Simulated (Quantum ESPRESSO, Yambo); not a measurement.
# BTe (GaSe-type monolayer): G0W0 with Yambo, start to end, part 2 of 2

Aim: the G0W0 gap of BTe (GaSe-type monolayer) on PBE with spin-orbit coupling, step by step.

Quantum ESPRESSO 7.5 and Yambo 5.3.0; PBE and many-body steps on it, plane waves. Known limits of the many-body steps: not at the basis limit; exchange with frozen shells missing.

So far. Step 3 (Bands along the symmetry lines): The gap is 1.242 eV, as in the run before at this level. Step 4 (Empty states on the mesh, 6×6×1 mesh, 152 bands): On this mesh the gap is 1.242 eV.

### 5. Conversion and set-up

This step: Yambo 5.3.0; conversion and set-up on PBE with spin-orbit coupling, plane waves, norm-conserving pseudopotentials.

The states are converted to the many-body program's format and the q mesh is built.

Run with:

```console
> (cd o/x.save; p2y > p2y.log; mv SAVE ../..); yambo > setup.log
```

Log:

```text
 Yambo, version 5.3.0

 [02] CORE Variables Setup
 =========================

  [02.01] Unit cells
  ==================

  Cell kind             :  HCP
  Atoms in the cell     :  B  Te
  number of B  atoms    :  2
  number of Te atoms    :  2

  List of atomic masses
  Mass of B     :  10.81000
  Mass of Te    :  127.6000

  List of atomic coordinates    : [cc]
  B1       : -0.65225E-09   3.8947       16.736      order 1
  B2       : -0.65225E-09   3.8947       13.500      order 2
  Te1       :   3.37292   1.94736  18.73196  order 3
  Te2       :   3.37292   1.94736  11.50366  order 4

  Alat factors          :   6.74585   5.84208  30.23562 [a.u.]
  Direct lattice volume :   1191.58    [a.u.]
  Direct lattice vectors:  A[ 1 ]  A[ 2 ]  A[ 3 ]
   A[ 1 ]:   1.0000      0.97040E-10   0.0000      [iru]
    6.7458      0.56692E-09   0.0000      [cc]
   A[ 2 ]: -0.500000  1.000000  0.000000  [iru]
  -3.372924  5.842076  0.000000  [cc]
   A[ 3 ]:  0.000000  0.000000  1.000000  [iru]
    0.00000   0.00000  30.23562  [cc]

  Recip. lattice volume :  0.208169 [a.u.]
  Recip. lattice vectors:  B[ 1 ]  B[ 2 ]  B[ 3 ]
   B[ 1 ]:  1.000000  0.500000  0.000000  [iku]
   0.931415  0.537753 -0.000000  [cc]
   B[ 2 ]: -0.97040E-10   1.0000       0.0000      [iku]
  -0.90385E-10   1.0755       0.0000      [cc]
   B[ 3 ]:  0.000000  0.000000  1.000000  [iku]
   0.000000 -0.000000  0.207807  [cc]

  [02.02] Symmetries
  ==================

  Inversion symmetry    : yes
  Spatial inversion     : no
  Inversion index       :  13
  K-space Time-reversal : yes
  Magnetic symmetries   : no
  Time-reversal derived K-space symmetries:  13  24
  Group table correct   : yes
  Symmetries units      :  [cc]

   [S  1]:   1.0000     -0.11893E-25   0.0000     -0.53441E-16   1.0000       0.0000       0.0000       0.0000       1.0000
   [S  2]:  -1.0000     -0.16808E-09   0.0000     -0.16173E-09   1.0000       0.0000       0.0000       0.0000      -1.0000
   [S  3]: -0.500000  0.866025  0.000000 -0.866025 -0.500000  0.000000  0.000000  0.000000  1.000000
[...]
[S  9]: -0.500000 -0.866025  0.000000  0.866025 -0.500000  0.000000  0.000000  0.000000 -1.000000
   [S 10]: -0.500000  0.866025  0.000000 -0.866025 -0.500000  0.000000  0.000000  0.000000 -1.000000
     [... 12 further rows ...]
   [S*23]: -0.500000 -0.866025 -0.000000 -0.866025  0.500000 -0.000000 -0.000000 -0.000000 -1.000000
   [S*24]: -0.500000  0.866025 -0.000000  0.866025  0.500000 -0.000000 -0.000000 -0.000000 -1.000000

  [02.03] Reciprocal space
  ========================

  nG shells         :   4055
  nG charge         :   90405
  nG WFs            :  13931
  nC WFs            :  11325
  G-vecs. in first 80 shells:  [ Number ]
     1    3    5    7    9   11   17   29   41
    53   55   67   69   81   93   95  107  113
   115  127  139  151  163  175  177  189  195
[...]
K/Q-points units:
  rlu = crystal or reduced units; cc = cartesian coordinates; iku = interal k-units

  K [1]          [rlu]:  0.000000  0.000000  0.000000
         WF components:  11305
  K [2]          [rlu]:  0.33472E-26  0.16667       0.0000
         WF components:  11267
  K [3]          [rlu]:  0.31394E-26  0.33333       0.0000
         WF components:  11274
  K [4]          [rlu]:  0.49844E-26 -0.50000       0.0000
         WF components:  11312
  K [5]          [rlu]:  0.166667  0.166667  0.000000
         WF components:  11257
  K [6]          [rlu]:  0.166667  0.333333  0.000000
         WF components:  11295
  K [7]          [rlu]:  0.333333  0.333333  0.000000
         WF components:  11325

  [02.05] Energies & Occupations
  ==============================

  [X] === General ===
  [X] Electronic Temperature                        :  0.000000  0.000000 [eV K]
  [X] Bosonic    Temperature                        :  0.000000  0.000000 [eV K]
  [X] Finite Temperature mode                       : no
  [X] El. density                                   :  0.21521E+24 [cm-3]
  [X] Fermi Level                                   :  2.025051 [eV]

  [X] === Gaps and Widths ===
  [X] Conduction Band Min                           :  1.241680 [eV]
  [X] Valence Band Max                              :  0.000000 [eV]
  [X] Filled Bands                                  :   38
  [X] Empty Bands                                   :   39  152
  [X] Direct Gap                                    :  2.072124 [eV]
  [X] Direct Gap localized at k                     :  1
  [X] Indirect Gap                                  :  1.241680 [eV]
  [X] Indirect Gap between kpts                     :   1   7
  [X] Last valence band width                       :  1.844868 [eV]
  [X] 1st conduction band width                     :  0.877962 [eV]

  E @ K [1]:  [eV]
  -38.16854 -38.16854 -38.16835 -38.16835 -38.07975 -38.07975 -38.07911 -38.07911
[...]
occ @ K [1]
[...]
E @ K [2]:  [eV]
[...]
occ @ K [2]
[...]
E @ K [3]:  [eV]
[...]
occ @ K [3]
[...]
E @ K [4]:  [eV]
[...]
occ @ K [4]
[...]
E @ K [5]:  [eV]
[...]
occ @ K [5]
[...]
E @ K [6]:  [eV]
[...]
occ @ K [6]
[...]
E @ K [7]:  [eV]
[...]
occ @ K [7]
[...]
0.000000  0.000000  0.000000  0.000000  0.000000  0.000000  0.000000  0.000000
   0.000000  0.000000  0.000000  0.000000  0.000000  0.000000  0.000000  0.000000

 [03] Transferred momenta grid and indexing
 ==========================================

 IBZ Q-points                                      :   7
 BZ  Q-points                                      :   36

 K/Q-points units:
 rlu = crystal or reduced units; cc = cartesian coordinates; iku = interal k-units

 Q [1]          [rlu]:  0.000000  0.000000  0.000000
 Q [2]          [rlu]: -0.10285E-16  0.16667       0.0000
 Q [3]          [rlu]: -0.20569E-16  0.33333       0.0000
 Q [4]          [rlu]:  0.30854E-16 -0.50000       0.0000
 Q [5]          [rlu]:  0.166667  0.166667  0.000000
 Q [6]          [rlu]:  0.166667  0.333333  0.000000
 Q [7]          [rlu]:  0.333333  0.333333  0.000000

  [03.01] X indexes
  =================

   [03.01.01] Sigma indexes
   ========================

 [06] Game Over & Game summary
```

Wall time 2.9 s (1 MPI rank of Arm Neoverse V2, shared host); peak memory 0.26 GiB.

### 6. Screening and self-energy, 6×6×1 mesh, 152 bands, screening to 88.4 eV

G0W0 replaces the xc potential by the self-energy, built once from these orbitals. Only a window of levels is corrected, while the sums run over the empty bands that the input names.

This step: G0W0 on PBE with spin-orbit coupling, plane waves, norm-conserving pseudopotentials.

Contents of gw3.in:

```
HF_and_locXC
gw0
dyson
ppa
em1d
rim_cut
rim_w
RandQpts= 3000000
RandGvec= 100 RL
CUTGeo= "slab z"
RandGvecW= 9 RL
EXXRLvcs= 68 Ry
VXCRLvcs= 272 Ry
Chimod= "HARTREE"
% BndsRnXp
 1 | 152 |
%
NGsBlkXp= 6.5 Ry
% LongDrXp
 1 | 1 | 0 |
%
% GbndRnge
 1 | 152 |
%
DysSolver= "n"
ExtendOut
PPAPntXp= 27.21138 eV
% QPkrange
 1 | 1 | 35 | 42 |
 7 | 7 | 35 | 42 |
%
```

Run with:

```console
> OMP_NUM_THREADS=1 mpirun -n 4 yambo -F gw3.in -J gw3 -C gw3 > gw3.log
```

Log:

```text
 Yambo, version 5.3.0

 [02] CORE Variables Setup
 =========================

  [... cell, symmetries and grids as in the set-up ...]

  [02.05] Energies & Occupations
  ==============================

  [X] === General ===
  [X] Electronic Temperature                        :  0.000000  0.000000 [eV K]
  [X] Bosonic    Temperature                        :  0.000000  0.000000 [eV K]
  [X] Finite Temperature mode                       : no
  [X] El. density                                   :  0.21521E+24 [cm-3]
  [X] Fermi Level                                   :  2.025051 [eV]

  [X] === Gaps and Widths ===
  [X] Conduction Band Min                           :  1.241680 [eV]
  [X] Valence Band Max                              :  0.000000 [eV]
  [X] Filled Bands                                  :   38
  [X] Empty Bands                                   :   39  152
  [X] Direct Gap                                    :  2.072124 [eV]
  [X] Direct Gap localized at k                     :  1
  [X] Indirect Gap                                  :  1.241680 [eV]
  [X] Indirect Gap between kpts                     :   1   7
  [X] Last valence band width                       :  1.844868 [eV]
  [X] 1st conduction band width                     :  0.877962 [eV]

 [03] Transferred momenta grid and indexing
 ==========================================

 IBZ Q-points                                      :   7
 BZ  Q-points                                      :   36

 K/Q-points units:
 rlu = crystal or reduced units; cc = cartesian coordinates; iku = interal k-units

 Q [1]          [rlu]:  0.000000  0.000000  0.000000
 Q [2]          [rlu]: -0.10285E-16  0.16667       0.0000
 Q [3]          [rlu]: -0.20569E-16  0.33333       0.0000
 Q [4]          [rlu]:  0.30854E-16 -0.50000       0.0000
 Q [5]          [rlu]:  0.166667  0.166667  0.000000
 Q [6]          [rlu]:  0.166667  0.333333  0.000000
 Q [7]          [rlu]:  0.333333  0.333333  0.000000

 [04] Coloumb potential Random Integration (RIM)
 ===============================================

 Performing RIM of v_slab

  [04.01] RIM initialization
  ==========================

  * Diagonal components only detected *

  8 x (sBL volume)        :  0.046260 [a.u.]
  sBZ random points       :  3000000
  Points outside the sBZ  :  24001124
  RL volume               :  0.208169 [a.u.]
  Integrated volume       :  0.208160 [a.u.]

  [04.02] RIM integrals
  =====================

  Gamma point sphere radius             :  0.042089 [a.u.]
  Points outside the sphere             :  2398760
  [Int_sBZ(q=0) 1/q^2]*(Vol_sBZ)^(-1/3) =:  7.570843
                                 should be <:  7.795600

  Summary of Coulomb integrals for non-metallic bands |Q|[au] RIM/Bare

  Q [1] 0.100000E-4 0.971169 * Q [2] 0.179251 1.038078
  Q [5] 0.310472 1.034763 * Q [3] 0.358502 1.029501
  Q [6] 0.474253 1.019048 * Q [4] 0.537753 1.015365
  Q [7] 0.620943 1.011437
  Non-periodic chartesian directions : none
  Optical renormalization            :  30.23562 [au]
  Polarizability dimension           : length

 [05] Coloumb potential CutOffslab
 =================================

 Cut directionsZ
 Slab Cutoff:Z
 Symmetry test passed : yes

 [06] Dipoles
 ============

  [06.01] Setup: observables and procedures
  =========================================

  [WARNING] [x,Vnl] slows the Dipoles computation. To neglect it rename the ns.kb_pp file

 [07] Dynamic Dielectric Matrix (PPA)
 ====================================

 [WR./gw3//ndb.pp]---------------------------------------------------------------
  Brillouin Zone Q/K grids (IBZ/BZ)                :    7   36    7   36
  RL vectors                                       :  13945 [WF]
  Coulomb cutoff potential                         : slab z
  Electronic Temperature                           :  0.000000 [K]
  Bosonic    Temperature                           :  0.000000 [K]
  PPA    diel. fun.  energies                      : Perdew, Burke & Ernzerhof(X)+Perdew, Burke & Ernzerhof(C)
  wavefunctions                                    : Perdew, Burke & Ernzerhof(X)+Perdew, Burke & Ernzerhof(C)
  Global Gauge                                     : length
  X matrix size                                    :   317
  X band range                                     :    1  152
  X e/h energy range                               : -1.000000 -1.000000 [eV]
  X Time ordering                                  : R
  X Hxc Kernel                                     : HARTREE
  X Drude frequency                                :  0.000000  0.000000
  X poles                                          :  100.0000 [o/o]
  RL vectors in the sum                            :  13945
  [r,Vnl] included                                 : yes
  Field direction                                  :  0.707107E-5  0.707107E-5   0.00000
  BZ energy Double Grid                            : no
  BZ energy DbGd points                            : 0
  BZ Q point size factor                           : -1.000000
  X Optical Averaged directions                    : none

 [08] Local Exchange-Correlation + Non-Local Fock
 ================================================

 [VXC] Plane waves :   90405
 [EXS] Plane waves :  11317

 QP @ state[ 1 ] K range:  1  1
 QP @ state[ 1 ] b range:   35   42
 QP @ state[ 2 ] K range:   7   7
 QP @ state[ 2 ] b range:   35   42

 [xc] Functional : Perdew, Burke & Ernzerhof(X)+Perdew, Burke & Ernzerhof(C)
 [xc] LIBXC used to calculate xc functional
  PP Number of Atomic Species                      :  2
  NLCC RL compoments                               :   90405
  PP Number of Atomic Species                      :  2
  NLCC RL compoments                               :   90405

 [xc] E_xc :  -21.86522 [Ha]
      E_xc :  -43.73043 [Ry]

  Local XC kind (lXC) : Perdew, Burke & Ernzerhof(X)+Perdew, Burke & Ernzerhof(C)
  Non-Local XC kind (nlXC) : Hartree-Fock

  Corrections @ K [1] :  [eV]
 <35|nlXC|35> = -14.96523  0.72669E-17 <35|lXC|35> = -12.84965 -0.23602E-16
 <36|nlXC|36> = -14.96523  0.53898E-17 <36|lXC|36> = -12.84965 -0.23602E-16
 <37|nlXC|37> = -14.82690 -0.46075E-18 <37|lXC|37> = -13.04779 -0.38434E-17
 <38|nlXC|38> = -14.82690  0.40146E-17 <38|lXC|38> = -13.04779 -0.47827E-18
 <39|nlXC|39> = -7.917130 -0.16026E-18 <39|lXC|39> = -12.42242  0.94408E-16
 <40|nlXC|40> = -7.917128  0.15097E-17 <40|lXC|40> = -12.42242  0.18882E-15
 <41|nlXC|41> = -8.393025  0.56966E-18 <41|lXC|41> = -12.14428  0.59005E-17
 <42|nlXC|42> = -8.393026 -0.20395E-18 <42|lXC|42> = -12.14428 -0.17702E-16

  Corrections @ K [7] :  [eV]
 <35|nlXC|35> = -15.17172 -0.84191E-17 <35|lXC|35> = -11.64216  0.47204E-16
 <36|nlXC|36> = -15.09935  0.82654E-17 <36|lXC|36> = -11.60511 -0.11801E-16
 <37|nlXC|37> = -15.06864  0.14548E-16 <37|lXC|37> = -11.99811 -0.18882E-15
 <38|nlXC|38> = -15.08833 -0.75879E-17 <38|lXC|38> = -12.00770  0.000000
 <39|nlXC|39> = -6.254117 -0.55066E-18 <39|lXC|39> = -9.954471  0.94408E-16
 <40|nlXC|40> = -6.098787 -0.22620E-17 <40|lXC|40> = -9.829526 -0.47204E-16
 <41|nlXC|41> = -6.151739  0.33966E-18 <41|lXC|41> = -10.42957 -0.94408E-16
 <42|nlXC|42> = -5.777479 -0.21669E-17 <42|lXC|42> = -10.05943  0.23602E-16

  [08.01] Hartree-Fock occupations report
  =======================================

  [Hartree-Fock] === General ===
  [Hartree-Fock] Electronic Temperature             :  0.000000  0.000000 [eV K]
  [Hartree-Fock] Bosonic    Temperature             :  0.000000  0.000000 [eV K]
  [Hartree-Fock] Finite Temperature mode            : no
  [Hartree-Fock] El. density                        :  0.21521E+24 [cm-3]
  [Hartree-Fock] Fermi Level                        :  2.025051 [eV]

  [Hartree-Fock] === Gaps and Widths ===
  [Hartree-Fock] Conduction Band Min                :  1.275014 [eV]
  [Hartree-Fock] Valence Band Max                   : -0.897927 [eV]
  [Hartree-Fock] Filled Bands                       :   38
  [Hartree-Fock] Empty Bands                        :   39  152
  [Hartree-Fock] Direct Gap                         :  2.525786 [eV]
  [Hartree-Fock] Direct Gap localized at k          :  2
  [Hartree-Fock] Indirect Gap                       :  2.172941 [eV]
  [Hartree-Fock] Indirect Gap between kpts          :  2  3
  [Hartree-Fock] Last valence band width            :  3.592828 [eV]
  [Hartree-Fock] 1st conduction band width          :  5.302402 [eV]

 [09] Dyson equation: Newton solver
 ==================================

  [09.01] RIM-W interpolation
  ===========================

  [WARNING] RIM-W works only for 2D semiconductors with slab cutoff
  Found compatible q grid: 2D
  q_min[ 1 ]:  0.16667      0.28121E-11   0.0000     [rlu]
   0.166667  0.083333  0.000000 [iku]
  q_min[ 2 ]:  0.10285E-16  0.16667       0.0000     [rlu]
  -0.16173E-10  0.16667       0.0000     [iku]
  G-vectors :   9
  G-vectors loaded:   63
  Number of interpolated frequencies:  2

  Evaluating coefficients q = 0
  Evaluating coefficients q = 0

  [09.02] RIM-W integrals
  =======================

  8 x (sBL volume)        :  0.046260 [a.u.]
  sBZ random points       :  3000000
  Points outside the sBZ  :  24001124
  RL volume               :  0.208169 [a.u.]
  Integrated volume       :  0.208160 [a.u.]

  [09.03] RIM integrals
  =====================

  Comparison between head Wc = W - v averages: < Wc > [au] RIM-W/RIM

   < -Wc [Q = 1] > 0.370472E-1 0.490972E-4 * < -Wc [Q = 2] > 0.005510 0.005327
   < -Wc [Q = 3] > 0.001026 0.001008 * < -Wc [Q = 4] > 0.354620E-3 0.350846E-3
   < -Wc [Q = 5] > 0.001488 0.001458 * < -Wc [Q = 6] > 0.503265E-3 0.498497E-3
   < -Wc [Q = 7] > 0.244960E-3 0.243746E-3

  Comparison between head Wc = W - v averages: < Wc > [au] RIM-W/RIM

   < -Wc [G = 1,G`=0] > 0.370472E-1 0.490972E-4 * < -Wc [G = 2,G`=0] >-0.002028 0.000000
   < -Wc [G = 3,G`=0] >-0.002028 0.000000 * < -Wc [G = 4,G`=0] >-0.797189E-4  0.00000
   < -Wc [G = 5,G`=0] >-0.797189E-4  0.00000 * < -Wc [G = 6,G`=0] > 0.163244E-3  0.00000
   < -Wc [G = 7,G`=0] > 0.163244E-3  0.00000 * < -Wc [G = 8,G`=0] >-0.109593E-4  0.00000
   < -Wc [G = 9,G`=0] >-0.109593E-4  0.00000

 [10] G0W0 (W PPA)
 =================

 [  GW  ] Bands range     :    1  152
 [GW/PPA] G damping       :  0.100000 [eV]

 QP @ state[ 1 ] K range:  1  1
 QP @ state[ 1 ] b range:   35   42
 QP @ state[ 2 ] K range:   7   7
 QP @ state[ 2 ] b range:   35   42

  Sc/G bands                                       :    1  152
  Sc/G damping                                     :  0.100000 ev
  Sc bands terminator                              : no
  Sx RL components                                 :  11317

  QP @ state[ 1 ] K range                          :  1  1
  QP @ state[ 1 ] b range                          :   35   42
  QP @ state[ 2 ] K range                          :   7   7
  QP @ state[ 2 ] b range                          :   35   42
  GF energies kind                                 : Perdew, Burke & Ernzerhof(X)+Perdew, Burke & Ernzerhof(C)
  GF WF`s kind                                     : Perdew, Burke & Ernzerhof(X)+Perdew, Burke & Ernzerhof(C)
  Xs energies kind                                 : Perdew, Burke & Ernzerhof(X)+Perdew, Burke & Ernzerhof(C)
  Xs WF`s kind                                     : Perdew, Burke & Ernzerhof(X)+Perdew, Burke & Ernzerhof(C)

 [14] Game Over & Game summary
```

Run time: 6 min. Hardware: 4 MPI ranks; peak memory 5.7 GiB; 24 min of CPU time.

This step gave:

| Item | Value |
| --- | --- |
| G0W0 gap on the points computed | 2.479 eV |
| starting gap on the mesh | 1.242 eV |
| k of the valence top | 0, 0, 0 |
| k of the conduction bottom | 0.3333, 0.3333, 0 |
| least direct G0W0 gap on the computed points | 3.581 eV |
| Z at the valence top | 0.7739 |
| Z at the conduction bottom | 0.7745 |

The gap on the mesh goes from 1.24 eV to 2.48 eV, a correction of +1.24 eV.

Limits: finite bands, cutoff and mesh; exchange with frozen shells missing. v1 is the top filled band, c1 the lowest empty one. Levels before and after the correction, in eV, zero at the valence-band top of each column:

|  | conduction bottom | valence top |
| --- | --- | --- |
| Kohn-Sham | 1.24 | 0.00 |
| G0W0 | 2.48 | 0.00 |

|  | level | energy (eV) |
| --- | --- | --- |
| Kohn-Sham | Γ v3 | -0.479 |
| Kohn-Sham | Γ v2-v1 | 0.000 |
| Kohn-Sham | Γ c1-c2 | 2.072 |
| Kohn-Sham | Γ c3 | 2.249 |
| Kohn-Sham | (0.333 0.333 0) v3 | -3.319 |
| Kohn-Sham | (0.333 0.333 0) v2 | -1.423 |
| Kohn-Sham | (0.333 0.333 0) v1 | -1.410 |
| Kohn-Sham | (0.333 0.333 0) c1 | 1.242 |
| Kohn-Sham | (0.333 0.333 0) c2 | 1.383 |
| Kohn-Sham | (0.333 0.333 0) c3 | 3.344 |
| G0W0 | Γ v3 | -0.559 |
| G0W0 | Γ v2-v1 | 0.000 |
| G0W0 | Γ c1-c2 | 3.581 |
| G0W0 | Γ c3 | 3.592 |
| G0W0 | (0.333 0.333 0) v3 | -3.727 |
| G0W0 | (0.333 0.333 0) v2 | -1.863 |
| G0W0 | (0.333 0.333 0) v1 | -1.849 |
| G0W0 | (0.333 0.333 0) c1 | 2.479 |
| G0W0 | (0.333 0.333 0) c2 | 2.617 |
| G0W0 | (0.333 0.333 0) c3 | 4.646 |

### 7. Where the time went

Times are wall times on the hardware named with each run, good to a factor of about two.

| step | time | share | memory (GiB) |
| --- | --- | --- | --- |
| ground state | 93 s | 16 % | 1.4 |
| bands along the symmetry lines | 43 s | 8 % | 0.78 |
| empty states on the mesh | 72 s | 13 % | 1.5 |
| conversion and set-up | 2.9 s | 0 % | 0.26 |
| screening and self-energy | 6 min | 63 % | 5.7 |

### 8. Summary of results

* PBE gap: 1.24 eV, indirect
* G0W0 gap on the mesh: 2.48 eV
* GW settings: 6×6×1 mesh, 152 bands, screening to 88.4 eV, Godby-Needs plasmon pole
* known limits: not at the basis limit; exchange with frozen shells missing

G0W0 moves the gap on the mesh from 1.24 eV to 2.48 eV (+1.24 eV), with Z of 0.77 and 0.77 at the edges. Only 2 of the mesh's irreducible points were corrected, so a valley elsewhere could overtake. The dearest step here is «screening and self-energy». Bands and cutoff are finite, so the gap is not at the basis limit. The miss can reach some tenths of an eV and take either sign; the mesh is an error of its own. In the G0W0 run levels were corrected at 2 k points alone, so a gap called «on the mesh» is the least over those, and an edge elsewhere would be missed. The norm-conserving file of at least one element keeps a d shell over frozen s and p shells of the same row. Exchange with those shells is missing from the self-energy, an error of 0.3 to 0.9 eV in cases checked, whose sign depends on which edge lies on those atoms.

[Paths, hosts, dates, memory and timing lines, banners, echoed tables and standing remarks are left out of the program output.]

[Logs are printed without paths, hosts, clocks, repeated set-up lines and the standing remarks that a program may print on its own settings, such as how far it seeks lower states.]

[Runs of the session that timed out or met a known fault of the program may be left out.]

[Hosts, paths, dates, database ids (printed as entryN), source tags and the programs' standing remarks are cut or masked in the printed files.]
